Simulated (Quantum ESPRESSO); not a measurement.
# Fe3Ge: parallel and opposed starts

A self-consistent run ends on one state, which hangs on the start. Several orders of Fe3Ge are started in Quantum ESPRESSO and their energies compared.

Main program and level: Quantum ESPRESSO 7.5; PBEsol; plane waves with GBRV 1.5 PBEsol potentials, no spin-orbit coupling.

This is a report of a sequence of runs, with most program output left out.

**1. The starting structure**

The structure is cubic, space group Pm-3m (No. 221). The conventional cell has a = 3.661 Å, b = 3.661 Å, c = 3.661 Å, α = 90.00°, β = 90.00°, γ = 90.00°. Fe has 4 Ge at 2.59 Å and 8 Fe at 2.59 Å nearest. Ge has 12 Fe at 2.59 Å nearest. Farther neighbours are not listed.

The cell comes from Materials Project 2023-11-01, a database of computed structures, and need not be the stable phase.

**2. Run 1 (ferro +++)**

The signs are those of the starting moments on the seeded atoms, the atoms that are given a moment.

Contents of pw.in:

```
&CONTROL
  calculation = 'scf'
  prefix = 'pwscf'
  outdir = './tmp'
  pseudo_dir = './pseudo'
  disk_io = 'nowf'
/
&SYSTEM
  ibrav = 0
  celldm(1) = 8
  nat = 4
  ntyp = 2
  ecutwfc = 40
  ecutrho = 280
  nbnd = 45
  occupations = 'smearing'
  smearing = 'fd'
  degauss = 0.00734986
  nspin = 2
  starting_magnetization(1) = 0.175
  starting_magnetization(2) = 0
/
&ELECTRONS
  conv_thr = 8d-09
  electron_maxstep = 150
  mixing_beta = 0.3
/
ATOMIC_SPECIES
Fe     55.8450 fe_pbesol_v1.5.uspp.F.UPF
Ge     72.6300 ge_pbesol_v1.4.uspp.F.UPF
CELL_PARAMETERS alat
   0.8646679327313    0.0000000000000    0.0000000000000
   0.0000000000000    0.8646679327313    0.0000000000000
   0.0000000000000    0.0000000000000    0.8646679327313
ATOMIC_POSITIONS crystal
Fe      0.0000000000    0.5000000000    0.5000000000
Fe      0.5000000000    0.5000000000    0.0000000000
Fe      0.5000000000    0.0000000000    0.5000000000
Ge      0.0000000000    0.0000000000    0.0000000000
K_POINTS automatic
8 8 8 0 0 0
```

Command:

```bash
$ OMP_NUM_THREADS=1 mpirun -n 4 pw.x -nk 4 -in pw.in > pw.out
```

Elapsed: 19 s, on 4 MPI ranks of Arm Neoverse V2, shared host; peak memory 0.39 GiB; 74 s of CPU time.

Spin moment in the atom's sphere by atom:

| atom | spin moment in the atom's sphere (μB) |
| --- | --- |
| Fe1 | 2.27 |
| Fe2 | 2.27 |
| Fe3 | 2.27 |
| Ge4 | -0.12 |

Read from the output:

| Property | Result |
| --- | --- |
| smearing term TS | 0.1071 eV |
| magnetization | 6.62 μB |
| absolute magnetization | 7.124 μB |
| final state | ferromagnetic |

**3. Run 2, typed as ferri ++−**

Contents of pw.in:

```
&CONTROL
  calculation = 'scf'
  prefix = 'pwscf'
  outdir = './tmp'
  pseudo_dir = './pseudo'
  disk_io = 'nowf'
/
&SYSTEM
  ibrav = 0
  celldm(1) = 8
  nat = 4
  ntyp = 3
  ecutwfc = 40
  ecutrho = 280
  nbnd = 42
  occupations = 'smearing'
  smearing = 'fd'
  degauss = 0.00734986
  nspin = 2
  starting_magnetization(1) = 0.175
  starting_magnetization(2) = -0.175
  starting_magnetization(3) = 0
/
&ELECTRONS
  conv_thr = 8d-09
  electron_maxstep = 150
  mixing_beta = 0.3
/
ATOMIC_SPECIES
Fe1    55.8450 fe_pbesol_v1.5.uspp.F.UPF
Fe2    55.8450 fe_pbesol_v1.5.uspp.F.UPF
Ge     72.6300 ge_pbesol_v1.4.uspp.F.UPF
CELL_PARAMETERS alat
   0.8646679327313    0.0000000000000    0.0000000000000
   0.0000000000000    0.8646679327313    0.0000000000000
   0.0000000000000    0.0000000000000    0.8646679327313
ATOMIC_POSITIONS crystal
Fe1     0.0000000000    0.5000000000    0.5000000000
Fe1     0.5000000000    0.5000000000    0.0000000000
Fe2     0.5000000000    0.0000000000    0.5000000000
Ge      0.0000000000    0.0000000000    0.0000000000
K_POINTS automatic
8 8 8 0 0 0
```

Run time: 54 s. Hardware: 4 MPI ranks; peak memory 0.47 GiB.

Spin moment in the atom's sphere by atom:

| atom | spin moment in the atom's sphere (μB) |
| --- | --- |
| Fe1 | 2.23 |
| Fe2 | 2.23 |
| Fe3 | -1.91 |
| Ge4 | -0.03 |

This step gave:

```
smearing term TS       : 0.1859 eV
magnetization          : 2.502 μB
absolute magnetization : 6.608 μB
final state            : ferrimagnetic
```

**4. Run 3 (no spin polarisation)**

Contents of pw.in:

```
&CONTROL
  calculation = 'scf'
  prefix = 'pwscf'
  outdir = './tmp'
  pseudo_dir = './pseudo'
  disk_io = 'nowf'
/
&SYSTEM
  ibrav = 0
  celldm(1) = 8
  nat = 4
  ntyp = 2
  ecutwfc = 40
  ecutrho = 280
  nbnd = 41
  occupations = 'smearing'
  smearing = 'fd'
  degauss = 0.00734986
/
&ELECTRONS
  conv_thr = 8d-09
  electron_maxstep = 150
  mixing_beta = 0.3
/
ATOMIC_SPECIES
Fe     55.8450 fe_pbesol_v1.5.uspp.F.UPF
Ge     72.6300 ge_pbesol_v1.4.uspp.F.UPF
CELL_PARAMETERS alat
   0.8646679327313    0.0000000000000    0.0000000000000
   0.0000000000000    0.8646679327313    0.0000000000000
   0.0000000000000    0.0000000000000    0.8646679327313
ATOMIC_POSITIONS crystal
Fe      0.0000000000    0.5000000000    0.5000000000
Fe      0.5000000000    0.5000000000    0.0000000000
Fe      0.5000000000    0.0000000000    0.5000000000
Ge      0.0000000000    0.0000000000    0.0000000000
K_POINTS automatic
8 8 8 0 0 0
```

Elapsed: 9 s, on 4 MPI ranks; peak memory 0.34 GiB; 35 s of CPU time.

Numbers from this step:

* smearing term TS: 0.3752 eV
* final state: non-magnetic (no spin polarisation)

**5. The states side by side**

An order is kept where moments of 0.15 μB or more survive with the typed signs; meshes match where a doubled cell samples the same k points as the first cell.

Ferrimagnetic means that a moment over 0.15 μB on a transition or rare-earth metal, induced ones included, opposes the net moment. Orders:

| start | final state | typed order kept | energy over the lowest (meV a seeded atom) | largest site moment (μB) | net moment (μB a cell of the first run) | mesh matched | CPU time (s) |
| --- | --- | --- | --- | --- | --- | --- | --- |
| ferro +++ | ferromagnetic | yes | 0 | 2.273 | 6.62 | yes | 73.83 |
| ferri ++- | ferrimagnetic | yes | 197.5 | 2.225 | 2.502 | yes | 213.7 |
| no spin polarisation | non-magnetic | - | 427.5 | 0 | 0 | yes | 35.44 |

**6. Results**

* lowest state found: ferromagnetic (from ferro +++)
* largest site moment: 2.27 μB
* next state with moments: ferrimagnetic, 197 meV a seeded atom higher
* state without moments: 428 meV a seeded atom higher

Only these 3 starts were compared; other wavevectors, canted and longer-period orders were not. Energies are free energies at an electronic temperature of 1160 K, which lowers moments and differences where the moments are itinerant.

[Logs and program files are shortened in this print: banners, set-up blocks, solver, clock and traceback lines can be left out without a mark of their own.]

[Logs are printed without paths, hosts, clocks, repeated set-up lines and the standing remarks that a program may print on its own settings, such as how far it seeks lower states.]

[Hosts, paths, dates, database ids (printed as entryN), source tags and the programs' standing remarks are cut or masked in the printed files.]

[Where a cell is said to come from a database of computed structures, the database is the Materials Project.]
